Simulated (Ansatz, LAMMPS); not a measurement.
**Glassy 65SiO2-8Al2O3-28SrO (mol %) (115 atoms), the last frame of 130 fs of DFT dynamics near 398 K**

The starting structure: 115 atoms (26 Si, 6 Al, 11 Sr, 72 O) placed at random at 2.97 g/cm³, melted at 4000 K for 10 ps at fixed volume with the Morse and Coulomb pair potential with partial charges (Pedone, Malavasi, Menziani, Cormack and Segre, J. Phys. Chem. B 110, 11780 (2006)). Quenched from 4000 K to 300 K at 20 K/ps and fixed volume, held 10 ps at zero pressure.

This is the last frame of 130 fs of DFT dynamics near 398 K. Method: Kohn-Sham DFT, PBE, PAW (set soft_2), plane waves (Ansatz 0.2.0); cutoff 420 eV, Γ point, gaussian smearing of 0.025 eV; density 3.07 g/cm³.

Cell vectors (Å):

```
11.766 0.000 0.000
0.000 11.766 0.000
0.000 0.000 11.766
```

Positions (Å):

```
1 Si 4.508 9.971 3.739
2 Si 0.194 8.397 10.784
3 Si 4.397 2.963 2.953
4 Si 6.384 5.226 6.468
5 Si 1.778 6.104 0.457
6 Si 9.154 4.798 5.401
7 Si 1.301 9.750 3.268
8 Si 10.964 7.108 6.475
9 Si 8.458 6.904 3.113
10 Si 3.271 1.618 5.603
11 Si 9.028 7.516 10.407
12 Si 0.277 0.869 10.469
13 Si 6.639 8.079 5.284
14 Si 3.279 11.299 10.127
15 Si 3.210 6.017 3.236
16 Si 8.567 11.490 2.658
17 Si 5.599 6.534 1.472
18 Si 0.846 11.297 5.962
19 Si 7.311 9.038 8.321
20 Si 3.615 4.034 7.053
21 Si 1.792 9.338 8.157
22 Si 11.269 7.164 3.239
23 Si 11.766 4.253 1.959
24 Si 6.102 4.063 11.433
25 Si 8.041 9.823 0.460
26 Si 8.087 2.211 8.570
27 Al 9.087 11.342 9.850
28 Al 5.032 2.148 9.049
29 Al 2.247 6.649 6.393
30 Al 5.084 9.522 0.473
31 Al 7.804 5.406 9.152
32 Al 11.264 11.069 1.008
33 Sr 6.544 1.281 5.176
34 Sr 9.524 10.674 6.337
35 Sr 6.243 1.072 0.271
36 Sr 2.097 1.120 1.723
37 Sr 11.121 2.512 7.351
38 Sr 10.849 1.706 3.714
39 Sr 4.650 10.545 7.156
40 Sr 9.685 3.434 11.092
41 Sr 7.853 3.497 2.458
42 Sr 2.648 3.556 10.571
43 Sr 4.629 6.859 9.611
44 O 10.022 3.489 5.063
45 O 5.851 3.111 3.606
46 O 9.842 7.467 2.474
47 O 1.933 0.494 10.383
48 O 4.434 0.565 9.592
49 O 6.583 5.824 7.950
50 O 11.719 0.862 0.305
51 O 7.882 7.980 4.216
52 O 0.801 7.262 0.025
53 O 5.121 2.927 10.705
54 O 8.997 5.868 10.463
55 O 4.998 11.184 4.638
56 O 8.523 3.763 8.973
57 O 0.521 8.379 2.697
58 O 10.859 0.051 9.704
59 O 7.736 1.068 2.143
60 O 10.146 11.494 2.265
61 O 8.173 10.466 8.574
62 O 2.857 9.695 3.698
63 O 9.089 1.559 7.446
64 O 3.875 3.311 8.479
65 O 1.264 8.683 9.554
66 O 5.401 5.003 0.881
67 O 8.665 5.539 3.989
68 O 9.072 10.868 11.554
69 O 3.534 4.375 3.138
70 O 0.617 6.499 6.802
71 O 11.383 0.527 6.025
72 O 0.627 10.296 4.657
73 O 6.544 10.213 11.693
74 O 0.804 4.678 0.592
75 O 6.429 5.226 10.341
76 O 0.827 2.943 2.568
77 O 6.509 2.112 8.252
78 O 0.797 10.401 7.334
79 O 7.409 3.243 0.124
80 O 5.307 7.791 0.357
81 O 5.754 9.166 8.803
82 O 4.263 2.178 1.524
83 O 8.379 1.219 9.931
84 O 10.913 7.295 4.785
85 O 10.233 3.592 1.682
86 O 10.443 8.493 7.043
87 O 2.527 8.308 7.194
88 O 5.111 4.263 6.407
89 O 3.108 5.568 7.415
90 O 2.417 6.380 1.882
91 O 3.540 1.866 3.999
92 O 0.129 2.423 9.981
93 O 8.346 8.359 11.642
94 O 6.174 6.527 5.531
95 O 11.701 5.623 2.912
96 O 7.673 4.360 6.082
97 O 7.162 8.981 6.632
98 O 7.267 6.587 1.980
99 O 2.654 3.039 6.205
100 O 4.791 10.080 2.089
101 O 2.622 6.354 4.684
102 O 2.243 0.341 5.687
103 O 9.812 5.858 6.570
104 O 0.985 10.906 2.100
105 O 7.944 10.052 2.036
106 O 2.943 10.402 8.774
107 O 11.662 9.672 0.016
108 O 10.565 7.907 10.142
109 O 5.309 8.732 4.614
110 O 3.804 10.409 11.336
111 O 2.900 5.802 11.091
112 O 4.575 1.255 6.501
113 O 7.974 7.740 9.149
114 O 8.548 11.676 4.357
115 O 4.739 6.643 2.859
```

**Question.** What force acts on each atom, and what charge does it carry?

Columns: atom, q, fx, fy, fz (forces in eV/Å, q the Löwdin charge in e).

```
1 1.66 0.811 -0.365 -1.724
2 1.77 0.037 2.020 1.756
3 1.59 -1.160 0.322 1.249
4 1.75 -0.400 0.901 0.385
5 1.70 0.236 -1.551 -0.886
6 1.65 0.131 0.986 1.272
7 1.73 -0.976 0.215 -0.925
8 1.67 -2.064 0.784 -2.047
9 1.74 -1.865 0.936 0.133
10 1.67 1.484 -0.628 -0.605
11 1.75 0.052 -0.664 1.100
12 1.61 -1.201 0.721 -0.535
13 1.73 -0.099 -0.437 -1.043
14 1.69 0.003 0.495 -0.790
15 1.76 2.507 -2.238 -0.106
16 1.59 -1.135 0.791 2.153
17 1.71 1.265 1.157 0.524
18 1.65 0.865 -1.076 -0.972
19 1.63 -1.421 0.797 0.837
20 1.73 1.471 1.413 0.479
21 1.71 -0.924 0.980 0.653
22 1.74 0.585 0.706 0.012
23 1.61 -0.949 -2.201 1.345
24 1.60 -0.088 1.616 -1.102
25 1.72 -1.229 0.294 -1.404
26 1.60 0.943 -1.655 0.504
27 1.31 1.164 1.764 0.199
28 1.26 -0.595 -0.480 0.164
29 1.38 0.191 1.425 -0.685
30 1.32 -1.150 0.503 0.750
31 1.30 -0.870 -0.628 1.108
32 1.29 0.526 -1.291 -0.412
33 1.78 0.039 0.271 -0.553
34 1.80 0.044 -0.586 0.142
35 1.82 -0.145 -1.128 0.060
36 1.82 0.768 0.471 0.154
37 1.80 0.228 0.419 0.236
38 1.80 -0.133 -0.121 -0.119
39 1.83 0.401 0.359 -1.058
40 1.81 0.954 -0.281 0.182
41 1.78 0.329 0.565 0.263
42 1.82 -0.842 -0.484 0.290
43 1.81 0.364 0.226 -0.048
44 -1.00 -0.186 0.176 0.446
45 -1.03 0.524 -0.373 -0.056
46 -0.77 -0.665 -0.406 -0.579
47 -0.82 -0.044 -0.252 0.338
48 -0.88 0.137 0.148 0.022
49 -0.88 0.260 0.182 0.122
50 -0.90 0.290 -0.250 0.177
51 -0.79 -0.132 0.663 0.395
52 -0.79 -0.882 0.917 -0.902
53 -0.92 0.032 0.423 0.447
54 -0.87 -0.010 0.876 -0.460
55 -1.00 -0.017 0.475 0.180
56 -0.90 0.029 -0.293 -0.673
57 -0.76 0.399 -0.012 1.340
58 -0.84 0.107 -0.911 -0.672
59 -1.04 0.721 -0.919 0.165
60 -0.90 -0.028 0.242 0.332
61 -0.86 0.348 -1.252 0.068
62 -0.79 0.673 -0.605 0.175
63 -1.01 -1.344 0.193 -0.020
64 -0.92 -0.942 0.137 0.581
65 -0.79 -0.702 -0.259 0.117
66 -0.78 0.317 -0.554 -0.293
67 -0.83 0.393 -0.857 -0.191
68 -0.82 0.432 0.143 -0.389
69 -0.81 -0.201 0.031 -0.135
70 -0.87 -0.298 -0.835 0.710
71 -1.04 -0.479 0.995 -0.330
72 -0.81 -0.728 0.260 0.913
73 -0.90 0.789 0.970 -0.602
74 -0.85 0.906 1.039 -1.115
75 -0.90 -0.302 -0.061 -0.025
76 -1.04 -0.602 0.833 0.160
77 -0.86 0.939 -0.010 -0.727
78 -0.78 0.821 -0.428 0.327
79 -1.04 -0.434 0.266 0.695
80 -0.86 -0.153 -2.364 0.778
81 -1.00 0.695 -0.685 -0.284
82 -1.03 0.114 0.480 -0.043
83 -0.91 -0.610 0.953 -0.221
84 -0.82 0.570 0.113 0.373
85 -1.06 1.010 1.111 0.268
86 -0.97 -0.110 -0.079 0.365
87 -0.86 1.046 -0.393 -0.595
88 -0.79 -1.014 -0.817 -0.609
89 -0.87 0.431 -1.519 0.354
90 -0.79 -0.341 0.701 0.689
91 -0.83 -0.230 0.182 -0.160
92 -1.03 0.758 0.563 -0.706
93 -0.77 0.947 -1.544 -0.306
94 -0.78 0.062 0.647 0.109
95 -0.79 0.214 -0.422 -0.535
96 -0.80 1.570 -0.829 -0.983
97 -0.82 0.213 -0.612 -0.607
98 -0.80 -0.361 -0.227 0.024
99 -0.80 -1.069 0.261 -0.178
100 -0.85 0.116 -0.177 1.897
101 -0.82 -0.034 0.712 0.086
102 -0.80 -0.441 0.029 0.566
103 -0.80 -0.584 -1.304 -0.645
104 -0.92 0.238 -0.968 1.228
105 -0.76 0.795 0.530 1.664
106 -0.87 -0.371 -0.405 -0.120
107 -0.83 0.134 -0.539 -1.225
108 -0.78 -0.266 0.095 -0.466
109 -0.79 -0.367 0.262 0.019
110 -0.83 -0.234 -0.176 0.182
111 -1.04 -0.193 -0.043 -0.203
112 -0.98 -0.794 0.158 0.443
113 -0.76 0.410 0.383 -0.921
114 -1.06 0.039 -0.380 -1.416
115 -0.77 -0.461 0.290 -0.294
```

The quench rate of 20 K/ps is many orders above laboratory rates, so the cell is likely richer in defects and strain than a real sample. The network of bonds at the start is that of the classical potential that made the cell, and needn't be the one that DFT or experiment would give. Only the Γ point is sampled, in a cell whose shortest periodic width is 12 Å. The Löwdin charges lack the electrons that the projection spills, 0.075 e an atom on average.

The r.m.s. force component is 0.773 eV/Å; the longest force, 3.36 eV/Å, acts on Si15.

[Logs are printed without paths, hosts, clocks, repeated set-up lines and the standing remarks that a program may print on its own settings, such as how far it seeks lower states.]

[Hosts, paths, dates, database ids (printed as entryN), source tags and the programs' standing remarks are cut or masked in the printed files.]
